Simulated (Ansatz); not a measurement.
# Heat carried by phonons in CdF2 (Fm-3m), part 2 of 2

Aim: the lattice thermal conductivity of CdF2 against temperature, and which phonons carry it.

Measurements to reproduce:
- thermal conductivity 4.3 W/m/K near room temperature (given in “Predicting the lattice thermal conductivity of solids by solving the Boltzmann transport equation: AFLOW - AAPL an automated, accurate and efficient framework”, 2017, arXiv:1611.05481)

Ansatz 0.2.0; DFT LDA, scalar-relativistic, plane waves, PAW.

So far. Step 2 (Probe on a coarse mesh): The start is under -5.7 GPa at this level and looks like an insulator or semiconductor on this mesh. Step 4 (Relaxing to small residual forces and stress): The residual pressure is -0.0018 GPa, small enough for phonons. The relaxed cell has a = 5.297 Å (conventional setting).

### 6. Anharmonic force constants and conductivity (continued)

300 K; a sample spread over frequency. Mode lifetimes, by row, the first 40 of 90 rows:

```
    q1      q2       q3  branch  frequency (THz)  rms speed (km/s)  three-phonon rate (1/ps)  isotope rate (1/ps)  lifetime (ps)  mean free path (nm)
     0  0.0476   0.0476       1            0.347              1.94                    0.0242              2.94e-7           41.3                   80
     0       0   0.1429       2            1.192              2.55                    0.0669              9.00e-5           14.9                   38
     0  0.1429  -0.1429       1            1.618              2.42                     0.388              3.01e-4           2.58                 6.23
0.0476  0.1905   0.2857       2            1.927              2.43                     0.307              7.22e-4           3.25                  7.9
     0  0.1429   0.3333       1            2.131              1.74                     0.363              0.00121           2.75                 4.78
0.0476  0.1429  -0.2381       1            2.304              1.89                     0.401              0.00191           2.48                 4.68
0.0952  0.2857    0.381       2            2.453              1.96                     0.478               0.0028           2.08                 4.09
     0  0.0476   -0.381       1            2.554              0.74                     0.334              0.00431           2.95                 2.17
     0  0.1429  -0.2857       2            2.647              2.36                     0.576              0.00576           1.72                 4.06
     0  0.2857   0.4286       1            2.721              1.62                      0.71              0.00675            1.4                 2.26
     0  0.2381   0.4762       1            2.804              1.19                     0.576               0.0076           1.71                 2.03
0.1429  0.2857  -0.4762       1            2.887              1.25                     0.559              0.00823           1.76                 2.21
0.1429  0.3333   0.4762       2            2.958              2.44                      1.11              0.00678          0.896                 2.19
     0  0.2857   -0.381       1            3.036              0.61                     0.603               0.0093           1.63                    1
0.0476  0.4286   0.4762       1            3.134              1.37                     0.809              0.00935           1.22                 1.67
0.1905   0.381   -0.381       1            3.226                 1                     0.686               0.0104           1.44                 1.44
0.0952  0.4286  -0.4286       1            3.292               0.9                     0.743               0.0106           1.33                  1.2
0.1429  0.4762   -0.381       1            3.381              0.38                     0.758              0.00776           1.31                0.492
     0  0.1905  -0.4286       2            3.563              2.24                     0.715              0.00461           1.39                 3.11
0.0952  0.4762   -0.381       2            3.696              0.74                      3.08              4.38e-6          0.325                0.241
0.0952  0.4286   -0.381       2            3.845              1.55                      3.16              3.15e-4          0.316                0.489
     0  0.2857   -0.381       2            3.983              1.13                      2.05              0.00288          0.487                0.551
0.2381  0.4762  -0.2857       2            4.129              0.44                      3.31              1.45e-4          0.302                0.132
0.0476  0.1905  -0.1905       3            4.354              2.53                     0.918              0.00344           1.09                 2.75
     0  0.0952  -0.2857       3            4.566              2.77                      1.11              0.00557          0.898                 2.49
0.0476  0.2857   -0.381       3            4.703              2.37                      2.57              0.00497          0.388                0.919
0.0952  0.3333  -0.2857       3            4.817              1.25                      1.66               0.0113          0.597                0.745
0.1905  0.4286  -0.2381       5            4.887              1.81                      1.47               0.0191          0.671                 1.22
0.0476  0.1429   0.4286       3             4.98              2.01                      1.28               0.0182          0.771                 1.55
0.0952  0.2857  -0.4286       3            5.044               1.6                      2.21               0.0136          0.449                0.717
0.0952  0.2381  -0.4762       3            5.127              0.86                      1.52               0.0229          0.647                0.557
0.1905  0.4286   -0.381       5            5.197              1.64                      1.46               0.0253          0.672                  1.1
0.1429  0.3333  -0.1905       4            5.263              1.62                      2.71               0.0064          0.368                0.595
     0  0.3333   0.4286       4            5.343                 2                      2.92              0.00282          0.342                0.685
     0  0.0952   0.4762       3            5.423               1.1                       1.5               0.0197          0.656                0.724
0.1429  0.2857  -0.4286       4            5.497              2.75                      2.53              0.00767          0.394                 1.08
     0       0   0.4762       3            5.581              0.51                      1.52               0.0146          0.652                0.335
0.0476  0.2857    0.381       4            5.711              2.16                       3.1              0.00134          0.322                0.694
0.0476  0.4286   0.4762       6            5.817              0.95                      1.81               0.0109          0.549                0.521
     0  0.4762  -0.4762       6            5.951              0.42                      2.03              0.00511          0.492                0.204
```

Without the LO-TO term. Gamma linewidths, by row:

```
branch  frequency (cm⁻¹)  three-phonon rate (1/ps)  isotope rate (1/ps)  FWHM (cm⁻¹)
     4             236.9                      1.63              8.66e-4         8.64
     5             236.9                      1.63              8.66e-4         8.64
     6             236.9                      1.63              8.66e-4         8.64
     7             318.8                      3.05             6.93e-34         16.2
     8             318.8                      3.05             6.93e-34         16.2
     9             318.8                      3.05             6.93e-34         16.2
```

W/m/K, third of the trace; RTA populations with a boundary rate v/L added to each mode (Matthiessen's rule). Kappa by grain size, by row:

```
T (K)   bulk  10 nm  30 nm  100 nm  300 nm  1000 nm  10000 nm  100000 nm
  100  17.15  4.652  7.466   10.63   13.15    15.18     16.85      17.12
  300  4.833  2.914  3.625   4.202   4.536    4.724     4.821      4.832
  600  2.398   1.72  2.007   2.217   2.322    2.373     2.396      2.398
```

W/m/K, third of the trace; RTA populations with the isotope rates scaled. Kappa by mass disorder, by row:

```
T (K)  no isotopes  as typed  variance x 3  variance x 10  variance x 30
  100        17.55     17.15         16.47           14.8          12.28
  300        4.854     4.833         4.794          4.669           4.39
  600        2.403     2.398         2.389          2.359          2.283
```

At 300 K the relaxation-time value is 5.21 W/(m K).

### 7. What came out

- highest frequency: 413.6 cm⁻¹
- Debye temperature from the second moment: 472 K
- κ at 300 K (relaxation time): 5.208 W/m/K
- mean free path at half of κ: 4.23 nm
- share of κ above the three lowest branches: 0.298

In words: The lattice of CdF2 conducts 5.21 W/(m K) at 300 K by LDA (mean over directions, relaxation-time solution). Above 300 K the relaxation-time κ falls as T^-0.86; the coherence part, which does not fall like the populations, is one cause of the flatter curve. Grains of 100 nm would keep 87 % of the bulk value at 300 K, and grains of 1 µm 98 %. Removing the natural isotope disorder raises κ at 300 K by 0 %. A measured thermal conductivity near room temperature is 4.3 W/m/K (arXiv:1611.05481); the calculated 5.21 W/m/K differs by +21 %. The relaxed cell is 5 % smaller in volume than the database cell, which stiffens most phonons and usually raises κ; no run here tested that. Four-phonon, defect and boundary scattering, which are left out, would lower the calculated value; thermal expansion is left out too. The last run computed the relaxation-time solution alone; it counts normal processes as resistive, so the full solution usually lies higher, most of all in good conductors. The sum rules changed one orbit of cubic constants by up to 23 %; by the manual a large change points to a short cutoff or, on a small and distant orbit, to noisy forces. The conductivities include the coherence part between close branches; the shares for grains, isotopes, branches and paths are of the relaxation-time populations alone. Cubic couplings among atoms farther apart than the pair cutoff are dropped, and neither the cutoff nor the q-mesh was shown to be converged here. The interpolation has no quadrupole term, so branches near the zone centre are less sure, since this crystal has sites that are not centres of inversion. The PAW files were made for PBE and are used here under another functional, for which the program regenerates the frozen cores.

[Logs are printed without paths, hosts, clocks, repeated set-up lines and the standing remarks that a program may print on its own settings, such as how far it seeks lower states.]

[Hosts, paths, dates, database ids (printed as entryN), source tags and the programs' standing remarks are cut or masked in the printed files.]

[A step with changed settings may run another functional than the one named; its input shows which.]
